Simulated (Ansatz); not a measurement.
# Ga2Pt (Fm-3m): Grüneisen parameters, part 2 of 2

Aim: how the phonons of Ga2Pt (Fm-3m) shift with volume, and the thermal expansion that follows.

Ansatz 0.2.0; DFT PBEsol, scalar-relativistic, plane waves, PAW; PAW set soft_1.

So far, highest frequency on the path or at a solved wavevector (cm⁻¹): step 2 (response at finite wavevector) 203.

The database entry behind the starting cell differs from later determinations by our own check (0.1 to 0.3 % short, probably kX units), so it need not match the best structure at ambient conditions.

## 4. Phonons at the other volume, volume ratio 0.97

The phonons are repeated at this volume on the same k and q meshes.

Input file input.yaml:

```yaml
crystal:
  lattice:
    - [0.0, 2.9294806886, 2.9294806886]
    - [2.9294806886, 0.0, 2.9294806886]
    - [2.9294806886, 2.9294806886, 0.0]
  atoms:
    - { symbol: Ga, position: [0.25, 0.25, 0.25] }
    - { symbol: Ga, position: [0.75, 0.75, 0.75] }
    - { symbol: Pt, position: [0.0, 0.0, 0.0] }
kpoints:
  mp_grid: { grid: [12, 12, 12] }
hamiltonian:
  xc: pbesol
  pseudopotentials: { kind: paw, azcp: { folder: soft_1 }, xc_functional: pbe }
scf:
  occupations: { method: methfessel_paxton, width: 0.2 }
output:
  eigenvalues: true
phonons:
  method: dfpt
  qmesh: [4, 4, 4]
  temperatures: { t_max: 1000, t_step: 50 }
  qpath:
    path:
      - [[0.0, 0.0, 0.0], [0.5, 0.0, 0.5], [0.625, 0.25, 0.625]]
      - [[0.375, 0.375, 0.75], [0.0, 0.0, 0.0], [0.5, 0.5, 0.5], [0.5, 0.25, 0.75], [0.5, 0.0, 0.5]]
    npoints: 10
```

On the command line:

```sh
$ ansatz run input.yaml --threads 4 --pin off --max-ram 10240MiB --backend cpu --events-out ev --progress --plain --runs-dir out
```

Numbers of over 12 decimals in the logs are rounded to 6 here.

Output:

```text
[...]
Crystal: 3 atoms, lattice volume = 50.281 Å³
Basis set: ecut = 420 eV, 941 PW (Γ), exchange–correlation on 60×60×60 points (8 copies of the dense FFT grid, shifted against one another)
Bands: 27, of which v1, the nominal top of the filled ones, is band 22 counted from 1 (21 counted from 0)
Symmetry: 48 space group operations
k-points: 72 of 1728
[...]
SCF iter   1: F=—  HF=-19875.333563 eV  |F-HF|=—  |Δ(HF+E_count)|=         —  Δρ=1.18e-1  dr2=8.56e0  ethr=3.10e-3  ⟨swp⟩=5.0  Hψ=7145  notcnv=0
[...]
SCF iter  12: F=-19873.515031 eV  HF=-19873.515031 eV  |F-HF|=3.64e-12  |Δ(HF+E_count)|=  4.73e-11  S|Δr|=    0.00e0  Δρ=1.13e-7  dr2=5.56e-12  ethr=1.00e-12  ⟨swp⟩=6.5  Hψ=9992  notcnv=0
SCF 1 converged in 12 iterations: F = -19873.515031 eV  dr2 = 5.56e-12
[...]
SCF iter   3: F=-19873.515031 eV  HF=-19873.515031 eV  |F-HF|=7.28e-12  |Δ(HF+E_count)|=  1.09e-11  S|Δr|=    0.00e0  Δρ=9.57e-8  dr2=3.89e-12  ethr=1.00e-12  ⟨swp⟩=2.6  Hψ=5610  notcnv=0
SCF 2 converged in 3 iterations: F = -19873.515031 eV  dr2 = 3.89e-12
[...]
NSCF: frozen V_eff on 72 k-points
[...]
SCF converged after 12 iterations
[...]
Free energy (F): -19873.515031 eV
[...]
Internal energy: -19873.516630 eV  (E = F + TS)
E sigma→0 (E₀):  -19873.515431 eV
Entropy (-TS):   0.001599 eV (0.533 meV/atom)
Fermi energy:    14.182011 eV
[...]
--- Band table (eV; the first three rows and the last of 72) ---
  k-point 0: bands = [... 18 lower, 10.7505, 10.7505, 14.4528, 19.4767, 19.4767, 19.4767, 19.5239, 19.5239, ... 1 higher]
  k-point 1: bands = [... 18 lower, 10.7285, 10.7285, 14.6004, 17.6599, 18.6299, 18.6299, 20.0827, 20.0950, ... 1 higher]
  k-point 2: bands = [... 18 lower, 10.6809, 10.6809, 14.5984, 16.2565, 17.7496, 17.7496, 19.5777, 20.0366, ... 1 higher]
  k-point 71: bands = [... 18 lower, 10.5428, 11.0476, 11.2384, 11.2384, 13.1955, 19.2322, 19.2322, 21.5329, ... 1 higher]
[...]
ASR residual: 4.780e-5 → 0.000e0 eV/Å²; symmetrization residual: 1.697e-6 eV/Å²
  ASR residual per site (eV/Å²): 2.79e-5 2.79e-5 4.78e-5
  Γ frequencies (cm⁻¹): 0.00 0.00 0.00 180.44 180.44 180.44 183.75 183.75 183.75
--- Phonons (arbitrary-q DFPT): 8 irreducible q on the 4×4×4 mesh ---
[...]
interpolated dispersion: 62 rows × 9 modes
[...]
```

Run time: 4.5 min. Hardware: 4 threads of Intel Xeon 6975P-C (Granite Rapids), shared host; peak memory 5.6 GiB.

This step gave:

| Property | Result |
| --- | --- |
| sum-rule residual before enforcement | 4.78e-5 eV/Å² |
| highest frequency on the path or at a solved wavevector | 218.3 cm⁻¹ |
| mean frequency | 142.5 cm⁻¹ |
| Debye temperature (second moment) | 286 K |
| logarithmic mean frequency | 125 cm⁻¹ |
| highest optical mode at the zone centre (no LO-TO term) | 183.8 cm⁻¹ |
| lowest optical zone-centre mode | 180.4 cm⁻¹ |
| lowest mode on the q mesh (acoustic modes at Γ apart) | 28 cm⁻¹ |
| zero-point energy per atom | 26.51 meV |
| heat capacity at 300 K | 23.85 J/(mol atoms K) |
| vibrational entropy at 300 K | 38.26 J/(mol atoms K) |

Frequencies (cm⁻¹) solved at each irreducible wavevector; negative means imaginary. Frequencies by wavevector, by row:

| q in reciprocal lattice units | star | mode 1 | mode 2 | mode 3 | mode 4 | mode 5 | mode 6 | mode 7 | mode 8 | mode 9 |
| --- | --- | --- | --- | --- | --- | --- | --- | --- | --- | --- |
| 0 0 0 | 1 | 0 | 0 | 0 | 180.4 | 180.4 | 180.4 | 183.8 | 183.8 | 183.8 |
| 0 0 0.25 | 8 | 28 | 28 | 84.3 | 160.7 | 168.2 | 168.2 | 190.7 | 190.7 | 194.4 |
| 0 0 -0.5 | 4 | 40.9 | 40.9 | 116.2 | 168.4 | 168.4 | 180.1 | 184.3 | 194.6 | 194.6 |
| 0 0.25 0.25 | 6 | 44.3 | 44.3 | 95.7 | 155.4 | 157.3 | 157.3 | 187.3 | 205 | 205 |
| 0 0.25 -0.5 | 24 | 56.9 | 57.9 | 108.3 | 143.3 | 153 | 167.1 | 201.1 | 206 | 206.8 |
| 0 0.25 -0.25 | 12 | 36.5 | 67.5 | 99.7 | 143.2 | 165.6 | 184.3 | 189.3 | 196.5 | 208.9 |
| 0 -0.5 -0.5 | 3 | 74.6 | 74.6 | 131.1 | 134.9 | 142.4 | 142.4 | 209.8 | 214.4 | 214.4 |
| 0.25 -0.5 -0.25 | 6 | 38.8 | 95.3 | 95.3 | 134.2 | 143.1 | 188.4 | 188.4 | 211.8 | 218.3 |

The highest optical mode at the zone centre (no LO-TO term) is 183.8 cm⁻¹, +11.2 cm⁻¹ against the base run.

## 5. Relaxing at another volume, volume ratio 1.03

The volume is scaled by 1.03 and held; symmetry leaves nothing to relax, so this is a single point. The modes can then be followed against volume.

input.yaml, the sections that differ from step 4:

```yaml
crystal:
  lattice:
    - [0.0, 2.9886780658, 2.9886780658]
    - [2.9886780658, 0.0, 2.9886780658]
    - [2.9886780658, 2.9886780658, 0.0]
  atoms:
    - { symbol: Ga, position: [0.25, 0.25, 0.25] }
    - { symbol: Ga, position: [0.75, 0.75, 0.75] }
    - { symbol: Pt, position: [0.0, 0.0, 0.0] }
output:
  forces: true
  stress: true
  eigenvalues: true
# kpoints, hamiltonian, scf: as in step 4
# phonons: removed
```

Output:

```text
[...]
Crystal: 3 atoms, lattice volume = 53.391 Å³
Basis set: ecut = 420 eV, 1037 PW (Γ), exchange–correlation on 60×60×60 points (8 copies of the dense FFT grid, shifted against one another)
Bands: 27, of which v1, the nominal top of the filled ones, is band 22 counted from 1 (21 counted from 0)
Symmetry: 48 space group operations
[...]
k-points: 72 of 1728
[...]
k-point 0: bands = [... 18 lower, 9.8629, 9.8629, 13.0262, 18.1246, 18.1246, 18.1246, 18.1488, 18.1488, ... 1 higher]
  k-point 1: bands = [... 18 lower, 9.8436, 9.8436, 13.1765, 16.3922, 17.3179, 17.3179, 18.7202, 18.7202, ... 1 higher]
  k-point 2: bands = [... 18 lower, 9.8020, 9.8020, 13.2557, 14.9915, 16.4883, 16.4883, 18.2982, 18.7088, ... 1 higher]
  k-point 71: bands = [... 18 lower, 9.6537, 10.1293, 10.2945, 10.2945, 12.1630, 17.8165, 17.8165, 20.1171, ... 1 higher]
[key lines of the parts left out:]
SCF converged after 10 iterations
Free energy (F): -19873.517573 eV
Fermi energy:    13.057929 eV
P = ⅓ Tr σ = -3.6051 GPa (-36.051 kbar)
```

The job ended after 0.92 s (4 threads; peak memory 0.55 GiB).

This step gave:

| Quantity | Value |
| --- | --- |
| pressure | -3.605 GPa |
| volume per atom | 17.80 Å³ |

The run ends at a pressure of -3.61 GPa.

## 6. Phonons at the other volume, volume ratio 1.03

The phonons are repeated at this volume on the same k and q meshes.

input.yaml: that of step 5 with these lines changed.

```diff
@@ -17,4 +17,11 @@
 output:
-  forces: true
-  stress: true
   eigenvalues: true
+phonons:
+  method: dfpt
+  qmesh: [4, 4, 4]
+  temperatures: { t_max: 1000, t_step: 50 }
+  qpath:
+    path:
+      - [[0.0, 0.0, 0.0], [0.5, 0.0, 0.5], [0.625, 0.25, 0.625]]
+      - [[0.375, 0.375, 0.75], [0.0, 0.0, 0.0], [0.5, 0.5, 0.5], [0.5, 0.25, 0.75], [0.5, 0.0, 0.5]]
+    npoints: 10
```

Output:

```text
[...]
Crystal: 3 atoms, lattice volume = 53.391 Å³
Basis set: ecut = 420 eV, 1037 PW (Γ), exchange–correlation on 60×60×60 points (8 copies of the dense FFT grid, shifted against one another)
Bands: 27, of which v1, the nominal top of the filled ones, is band 22 counted from 1 (21 counted from 0)
Symmetry: 48 space group operations
k-points: 72 of 1728
[...]
k-point 71: bands = [... 18 lower, 9.6537, 10.1294, 10.2945, 10.2945, 12.1630, 17.8165, 17.8165, 20.1171, ... 1 higher]
[...]
ASR residual: 7.208e-5 → 0.000e0 eV/Å²; symmetrization residual: 4.394e-6 eV/Å²
  ASR residual per site (eV/Å²): 6.97e-5 6.97e-5 7.21e-5
  Γ frequencies (cm⁻¹): 0.00 0.00 0.00 153.77 153.77 153.77 161.82 161.82 161.82
--- Phonons (arbitrary-q DFPT): 8 irreducible q on the 4×4×4 mesh ---
[...]
interpolated dispersion: 62 rows × 9 modes
[...]
[key lines of the parts left out:]
SCF converged after 12 iterations
Free energy (F): -19873.517573 eV
Fermi energy:    13.057939 eV
```

Wall time 5.1 min (4 threads); peak memory 5.8 GiB.

This step gave:

| Quantity | Value |
| --- | --- |
| sum-rule residual before enforcement | 7.21e-5 eV/Å² |
| highest frequency on the path or at a solved wavevector | 189.9 cm⁻¹ |
| mean frequency | 124.6 cm⁻¹ |
| Debye temperature (second moment) | 248 K |
| logarithmic mean frequency | 111.7 cm⁻¹ |
| highest optical mode at the zone centre (no LO-TO term) | 161.8 cm⁻¹ |
| lowest optical zone-centre mode | 153.8 cm⁻¹ |
| lowest mode on the q mesh (acoustic modes at Γ apart) | 29.43 cm⁻¹ |
| zero-point energy per atom | 23.18 meV |
| heat capacity at 300 K | 24.11 J/(mol atoms K) |
| vibrational entropy at 300 K | 40.93 J/(mol atoms K) |

The highest optical mode at the zone centre (no LO-TO term) is 161.8 cm⁻¹, -10.7 cm⁻¹ against the base run.

## 7. Grüneisen parameters

The Grüneisen parameter of a mode is minus the logarithmic change of its frequency with volume, −d ln ω / d ln V; weighted by heat capacity it gives the expansion.

This step gave:

```
bulk modulus : 133.2 GPa
```

Phonon branches along the path, in cm⁻¹:

| point | branch 1 | branch 2 | branch 3 | branch 4 | branch 5 | branch 6 | branch 7 | branch 8 | branch 9 |
| --- | --- | --- | --- | --- | --- | --- | --- | --- | --- |
| Γ | 0 | 0 | 0 | 167 | 167 | 167 | 172 | 172 | 172 |
| halfway | 44 | 44 | 88 | 144 | 146 | 146 | 174 | 191 | 191 |
| X | 74 | 74 | 122 | 124 | 131 | 131 | 199 | 199 | 199 |
| halfway | 70 | 71 | 113 | 124 | 133 | 141 | 197 | 197 | 200 |
| U | 63 | 71 | 100 | 124 | 139 | 154 | 192 | 193 | 201 |
| jump to K | 63 | 71 | 100 | 124 | 139 | 154 | 192 | 193 | 201 |
| halfway | 28 | 48 | 90 | 139 | 158 | 161 | 176 | 179 | 189 |
| Γ | 0 | 0 | 0 | 167 | 167 | 167 | 172 | 172 | 172 |
| halfway | 29 | 29 | 79 | 150 | 156 | 156 | 177 | 177 | 180 |
| L | 42 | 42 | 111 | 157 | 157 | 168 | 170 | 180 | 180 |
| halfway | 46 | 67 | 99 | 135 | 144 | 172 | 174 | 191 | 193 |
| W | 42 | 92 | 92 | 124 | 132 | 174 | 174 | 200 | 203 |
| halfway | 59 | 78 | 109 | 123 | 132 | 150 | 192 | 198 | 202 |
| X | 74 | 74 | 122 | 124 | 131 | 131 | 199 | 199 | 199 |

The same for volume x 0.97:

| point | branch 1 | branch 2 | branch 3 | branch 4 | branch 5 | branch 6 | branch 7 | branch 8 | branch 9 |
| --- | --- | --- | --- | --- | --- | --- | --- | --- | --- |
| Γ | 0 | 0 | 0 | 180 | 180 | 180 | 184 | 184 | 184 |
| X | 75 | 75 | 131 | 135 | 142 | 142 | 210 | 214 | 214 |
| U | 63 | 72 | 105 | 135 | 150 | 168 | 205 | 208 | 214 |
| K | 63 | 72 | 105 | 135 | 150 | 168 | 205 | 208 | 214 |
| Γ | 0 | 0 | 0 | 180 | 180 | 180 | 184 | 184 | 184 |
| L | 41 | 41 | 116 | 168 | 168 | 180 | 184 | 194 | 194 |
| W | 39 | 95 | 95 | 134 | 143 | 188 | 188 | 212 | 218 |
| X | 75 | 75 | 131 | 135 | 142 | 142 | 210 | 214 | 214 |

The same for volume x 1.03:

| point | branch 1 | branch 2 | branch 3 | branch 4 | branch 5 | branch 6 | branch 7 | branch 8 | branch 9 |
| --- | --- | --- | --- | --- | --- | --- | --- | --- | --- |
| Γ | 0 | 0 | 0 | 154 | 154 | 154 | 162 | 162 | 162 |
| X | 73 | 73 | 113 | 114 | 120 | 120 | 185 | 185 | 188 |
| U | 62 | 70 | 95 | 114 | 128 | 142 | 179 | 179 | 189 |
| K | 62 | 70 | 95 | 114 | 128 | 142 | 179 | 179 | 189 |
| Γ | 0 | 0 | 0 | 154 | 154 | 154 | 162 | 162 | 162 |
| L | 42 | 42 | 105 | 146 | 146 | 156 | 157 | 166 | 166 |
| W | 44 | 88 | 88 | 114 | 121 | 161 | 161 | 188 | 190 |
| X | 73 | 73 | 113 | 114 | 120 | 120 | 185 | 185 | 188 |

The first set of phonon branches as a text plot (rows in cm⁻¹):

```
    214 |
    205 |              ****                              ******
    196 |       ****************                      ****  *****
    186 |   **** *         **** ****               ***      **
    177 | **   **           **********  ********************
    168 |******             *  * ********       *******    *
    159 | ***              *   *******  ***********         *
    150 |   ****        *** ***   **      ****     ***       *
    141 |      ***     * ***    **                  *****     *
    132 |        ********   ****                      ***********
    123 |           ********                             ********
    114 |         **   *                        ***           **
    105 |        *      **                     *   ***      **
     96 |       *         *  ***              *       ******
     86 |      *           **   *            *           * **
     77 |    **      **    **    *          *          **    ****
     68 |         ***  ****  **            *          *       **
     59 |   *    *        **   *  **                 *
     50 |       *           *   *         *        ** **    **
     41 |  *   *             **  *  *    *     *******  ****
     32 |    **                **           ***
     23 | * *                    *** *  * **
     14 |  *                        *    *
      5 |**                          ****
         Γ           X  U|K            Γ         L        W     X
```

Mode Grueneisen parameter -dln(w)/dln(V), modes matched by rank; at Γ the acoustic branches take the value of a neighbouring point of the path. The mode Grüneisen parameters at the labelled points ():

| point | branch 1 | branch 2 | branch 3 | branch 4 | branch 5 | branch 6 | branch 7 | branch 8 | branch 9 |
| --- | --- | --- | --- | --- | --- | --- | --- | --- | --- |
| Γ | -1.65 | -1.65 | 2.42 | 2.66 | 2.66 | 2.66 | 2.12 | 2.12 | 2.12 |
| halfway | 0.57 | 0.57 | 2.86 | 2.67 | 2.53 | 2.53 | 2.45 | 2.46 | 2.46 |
| X | 0.27 | 0.27 | 2.52 | 2.78 | 2.78 | 2.78 | 2.11 | 2.48 | 2.15 |
| halfway | 0.21 | 0.21 | 2.20 | 2.76 | 2.77 | 2.85 | 2.23 | 2.48 | 2.04 |
| U | 0.08 | 0.44 | 1.67 | 2.73 | 2.65 | 2.81 | 2.26 | 2.54 | 2.05 |
| jump to K | 0.08 | 0.44 | 1.67 | 2.73 | 2.65 | 2.81 | 2.26 | 2.54 | 2.05 |
| halfway | -0.94 | 0.11 | 2.22 | 2.64 | 2.33 | 2.21 | 2.65 | 2.61 | 2.41 |
| Γ | -1.01 | -1.76 | 2.21 | 2.66 | 2.66 | 2.66 | 2.12 | 2.12 | 2.12 |
| halfway | -0.81 | -0.81 | 2.26 | 2.39 | 2.44 | 2.44 | 2.53 | 2.53 | 2.52 |
| L | -0.32 | -0.32 | 1.69 | 2.41 | 2.41 | 2.37 | 2.70 | 2.64 | 2.64 |
| halfway | -0.55 | 0.87 | 1.42 | 2.66 | 2.58 | 2.51 | 2.63 | 2.21 | 2.41 |
| W | -2.25 | 1.25 | 1.25 | 2.78 | 2.74 | 2.63 | 2.63 | 1.98 | 2.35 |
| halfway | -0.37 | 0.54 | 1.98 | 2.79 | 2.76 | 2.81 | 2.51 | 2.08 | 2.19 |
| X | 0.27 | 0.27 | 2.52 | 2.78 | 2.78 | 2.78 | 2.11 | 2.48 | 2.15 |

The mode Grüneisen parameters as a text plot (rows in , shown from -1.7 to 2.8 only):

```
   2.74 |** ************************ ***         **** ***********
   2.55 | ****************************  *********************** *
   2.37 |*******      *     **********   *******************   **
   2.18 |**     *   *********  **    ****** **        **    *****
   1.99 |        ****  ****    *              *         ******
   1.80 |                *                     **            *
   1.62 |                 *  **                  ****       *
   1.43 |                                            ***   *
   1.24 |                  **                           ***
   1.06 |                   *                          **  *
   0.87 |                  *                          *     *
   0.68 |       **           **                      *       *
   0.49 |      *  **      *    *                              *
   0.31 |    **     *** **                          *          **
   0.12 |              ****     *                  *           *
  -0.07 |                  *                                  *
  -0.26 |   *               *                    ****
  -0.44 |                    **  *             **    *
  -0.63 |                      *             **       *      *
  -0.82 |                         ***       *          *
  -1.00 |  *                    **** ***   *
  -1.19 |                               ***             *   *
  -1.38 |                           *
  -1.57 |**
         Γ           X  U|K            Γ         L        W     X
```

(dS/dlnV)/C_V. The thermodynamic Grueneisen parameter by temperature:

| temperature (K) | thermodynamic Grueneisen parameter |
| --- | --- |
| 50 | 1.20 |
| 100 | 1.70 |
| 150 | 1.8 |
| 200 | 1.83 |
| 250 | 1.85 |
| 300 | 1.86 |
| 350 | 1.86 |
| 400 | 1.87 |
| 450 | 1.87 |
| 500 | 1.87 |
| 550 | 1.87 |
| 600 | 1.87 |
| 650 | 1.87 |
| 700 | 1.88 |
| 750 | 1.88 |
| 800 | 1.88 |
| 850 | 1.88 |
| 900 | 1.88 |
| 950 | 1.88 |
| 1000 | 1.88 |

Gamma C_V/(B V) at the static volume. Volume expansion against temperature:

| temperature (K) | volume expansion (1e-6/K) |
| --- | --- |
| 50 | 8.21 |
| 100 | 22.3 |
| 150 | 27.9 |
| 200 | 30.3 |
| 250 | 31.5 |
| 300 | 32.2 |
| 350 | 32.6 |
| 400 | 32.9 |
| 450 | 33.1 |
| 500 | 33.2 |
| 550 | 33.3 |
| 600 | 33.4 |
| 650 | 33.4 |
| 700 | 33.5 |
| 750 | 33.5 |
| 800 | 33.6 |
| 850 | 33.6 |
| 900 | 33.6 |
| 950 | 33.6 |
| 1000 | 33.7 |

## 8. What came out

```
bulk modulus                               : 133 GPa
thermodynamic Grüneisen parameter at 300 K : 1.859
volume expansion at 300 K, estimated       : 32.18 × 10⁻⁶ K⁻¹
```

In words: By this estimate the volume grows by 32.2 × 10⁻⁶ per kelvin at 300 K. The highest optical mode at Γ goes from 184 to 162 cm⁻¹ as the cell grows, a Grüneisen parameter of 2.12. Mode parameters on the path run from -2.2 to 2.9, with a median of 2.4. Modes with negative values stiffen as the cell grows and pull against the expansion. Branches are matched by rank, so values near crossings are rough. The expansion is the Grüneisen estimate at the static volume, with the static bulk modulus. With no gap, or one that is small against the smearing, the frequencies hang on the k mesh and the smearing, most of all near Kohn anomalies. Spin-orbit coupling is left out, which can matter for the heavy elements here. The PAW files were made for PBE and serve the other functionals too.

[Logs are printed without paths, hosts, clocks, repeated set-up lines and the standing remarks that a program may print on its own settings, such as how far it seeks lower states.]

[Hosts, paths, dates, database ids (printed as entryN), source tags and the programs' standing remarks are cut or masked in the printed files.]
